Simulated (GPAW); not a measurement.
# CN in line between two Os chains: transmission at several levels, part 2 of 2

Wanted: the zero-bias transmission of CN in line between two Os chains on a ladder of levels, with run times.

GPAW 26.7.0; GPAW LCAO, PAW setups; Landauer transmission from Green's functions with principal layers (ASE), zero bias.

So far, transmission at the Fermi level (one spin): step 2 (double-zeta polarised basis, PBE, GPAW) 1.96; step 3 (basis szp(dzp), PBE, GPAW) 1.94; step 4 (basis sz(dzp), PBE, GPAW) 1.96; step 5 (RPBE) 1.96.

### Step 8. Functional BLYP

The functional moves levels against the Fermi level.

This step: GPAW LCAO, PAW setups; Landauer transmission from Green's functions with principal layers (ASE), zero bias (GPAW 26.7.0).

run.py reads:

```python
import json
import numpy as np
from ase import Atoms
from ase.transport.calculators import TransportCalculator
from gpaw import GPAW, FermiDirac
from gpaw.lcao.tools import get_lcao_hamiltonian
from scipy.linalg import eigh

# The junction with lead layers at both ends, along the third cell vector
device = Atoms(
    ['Os', 'Os', 'Os', 'Os', 'Os', 'Os', 'Os', 'C', 'N', 'Os', 'Os', 'Os', 'Os', 'Os', 'Os', 'Os'],
    positions=[
        [4.50000, 4.50000, 1.14000],
        [4.50000, 4.50000, 3.42000],
        [4.50000, 4.50000, 5.70000],
        [4.50000, 4.50000, 7.98000],
        [4.50000, 4.50000, 10.26000],
        [4.50000, 4.50000, 12.54000],
        [4.50000, 4.50000, 14.82000],
        [4.50000, 4.50000, 16.56850],
        [4.50000, 4.50000, 17.74850],
        [4.50000, 4.50000, 19.47290],
        [4.50000, 4.50000, 21.75290],
        [4.50000, 4.50000, 24.03290],
        [4.50000, 4.50000, 26.31290],
        [4.50000, 4.50000, 28.59290],
        [4.50000, 4.50000, 30.87290],
        [4.50000, 4.50000, 33.15290]],
    cell=[[9.0, 0.0, 0.0], [0.0, 9.0, 0.0], [0.0, 0.0, 34.2929]],
    pbc=True)

# One principal layer of the lead: the first 5 atoms of the device
lead = Atoms(
    ['Os', 'Os', 'Os', 'Os', 'Os'],
    positions=[
        [4.50000, 4.50000, 1.14000],
        [4.50000, 4.50000, 3.42000],
        [4.50000, 4.50000, 5.70000],
        [4.50000, 4.50000, 7.98000],
        [4.50000, 4.50000, 10.26000]],
    cell=[[9.0, 0.0, 0.0], [0.0, 9.0, 0.0], [0.0, 0.0, 11.4]],
    pbc=True)

settings = dict(mode='lcao', basis='dzp', xc='BLYP', h=0.18,
                occupations=FermiDirac(0.1), maxiter=250,
                mixer=dict(beta=0.1, nmaxold=8, weight=100.0),
                convergence=dict(density=0.0001))
energies = np.arange(-2, 2 + 1e-9, 0.05)
eta = 0.0001
n1, n2 = 1, 1
# k and -k transmit alike, so half of the mesh across the current serves
mesh = [(i, j) for i in range(n1) for j in range(n2) if (i, j) <= (-i % n1, -j % n2)]
weights = np.array([1 if (i, j) == (-i % n1, -j % n2) else 2 for i, j in mesh]) / (n1 * n2)

# [... helper functions left out ...]
fermi_lead = ground_state(lead, (1, 1, 10), 'lead.txt')
fermi_device = ground_state(device, (1, 1, 3), 'device.txt')
# [... loop over the mesh left out, but for ...]
        # Shift the lead onto the potential of the device's first layer
        shift = ((H[:, 0, 0] - H0[:, 0, 0]) / S0[0, 0]).real.mean()
# [...]
kT = 8.617333e-5 * 300
bias = [0.1, 0.2, 0.5, 1.0, 1.5, 2.0]
# [... integrals and printing left out ...]
```

Run with:

```console
> OMP_NUM_THREADS=1 OPENBLAS_NUM_THREADS=1 python run.py
```

Output:

```text
FileNotFoundError: Could not find required PAW dataset file "Os.BLYP".
```

It took 0.79 s on 1 thread of Arm Neoverse V1, shared host; peak memory 0.1 GiB.

The program refused the input before any cycle.

The program's message: “FileNotFoundError: Could not find required PAW dataset file "Os.BLYP".”

### Step 9. A second varied run

A last run, with other settings again.

run.py: that of step 8 with these lines changed.

```diff
@@ -43,4 +43,4 @@
 
-settings = dict(mode='lcao', basis='dzp', xc='BLYP', h=0.18,
-                occupations=FermiDirac(0.1), maxiter=250,
+settings = dict(mode='lcao', basis='dzp', xc='PBE', h=0.4,
+                occupations=FermiDirac(0.1), maxiter=50,
                 mixer=dict(beta=0.1, nmaxold=8, weight=100.0),
```

Output:

```text
basis functions: device 404, principal layer 135
Fermi level: lead -3.4506 eV, device -3.5161 eV; lead shifted by 0.0053 eV
largest coupling past the next layer 1.09e-06 eV, largest misfit of the first layer 0.168 eV
  E-E_F (eV)   T (one spin)  [channel counts left out]
    -2.000    1.9253e+00
    -1.950    1.9329e+00
    -1.900    1.9393e+00
    -1.850    1.9449e+00
    -1.800    1.9497e+00
    -1.750    1.9536e+00
    -1.700    1.9570e+00
    -1.650    1.9598e+00
    -1.600    1.9622e+00
    -1.550    1.9641e+00
    -1.500    1.9656e+00
    -1.450    1.9668e+00
    -1.400    1.9681e+00
    -1.350    1.9685e+00
    -1.300    1.9689e+00
    -1.250    1.9692e+00
[...]
1.650    1.8107e+00
     1.700    1.8024e+00
     1.750    1.7941e+00
     1.800    1.7857e+00
     1.850    1.7774e+00
     1.900    1.7694e+00
     1.950    1.7616e+00
     2.000    1.7542e+00
conductance at 300 K: 1.961 G0 a cell; thermopower 0.01757 uV/K
current from the zero-bias T(E) at 0.1 V: 15.193 uA
current from the zero-bias T(E) at 0.2 V: 30.385 uA
current from the zero-bias T(E) at 0.5 V: 75.927 uA
current from the zero-bias T(E) at 1.0 V: 151.62 uA
current from the zero-bias T(E) at 1.5 V: 226.88 uA
current from the zero-bias T(E) at 2.0 V: 301.96 uA
```

The job ended after 1.7 min (1 thread; peak memory 0.55 GiB).

The run finished. A setting was moved off its sound value on purpose, so it serves as a test and not as the result.

The fault put into the input: a grid far too coarse (h = 0.4).

The two runs compared:

```
                                           quantity   this run   sound run  difference
                                   conductance (G₀)     1.9610      1.9627    -0.00167
largest coupling past the next principal layer (eV)   1.091e-6    1.091e-6    -4.2e-10
   largest misfit of the first principal layer (eV)    0.16804     0.15034      0.0177
                    shift that aligns the lead (eV)  0.0053073  -0.0031777     0.00848
         transmission at the Fermi level (one spin)     1.9611      1.9631    -0.00192
```

### Step 10. Results

| Quantity | Value |
| --- | --- |
| conductance | 1.96 G₀ |
| transmission at the Fermi level, mean of the spins | 1.96 |

What this shows: In the dzp basis the junction conducts 1.96 G₀ at 300 K, with T = 1.96 a spin at the Fermi level; the sz basis reaches that conductance within 10 %. At the Fermi level the three most open eigenchannels pass 0.94, 0.94 and 0.080. Measured against the first run (dzp), the nearest curve is that of dzp-RPBE (r.m.s. 0.0014) and the farthest that of szp (0.037). Over the compared runs wall time goes from 138 s (sz) to 290 s (dzp-RPBE), on a shared host. The geometry was built from estimated bond lengths and not relaxed, so the numbers describe this model structure. The run had no spin polarisation, so a magnetic state, which chains and small molecules with open shells often have, wasn't tested. Spin-orbit coupling is left out, which matters for the heavy atoms here. An evenly spaced straight chain is an idealisation: free chains tend to dimerise, zigzag or, where a band edge lies near the Fermi level, turn magnetic. The currents use the zero-bias T(E) throughout, which holds only while the bias is small against the distance to the nearest feature. The thermopower isn't quoted: it samples T(E) farther from the Fermi level than the conductance does, and the energy grid wasn't tested for it.

[Logs are printed without paths, hosts, clocks, repeated set-up lines and the standing remarks that a program may print on its own settings, such as how far it seeks lower states.]

[Hosts, paths, dates, database ids (printed as entryN), source tags and the programs' standing remarks are cut or masked in the printed files.]
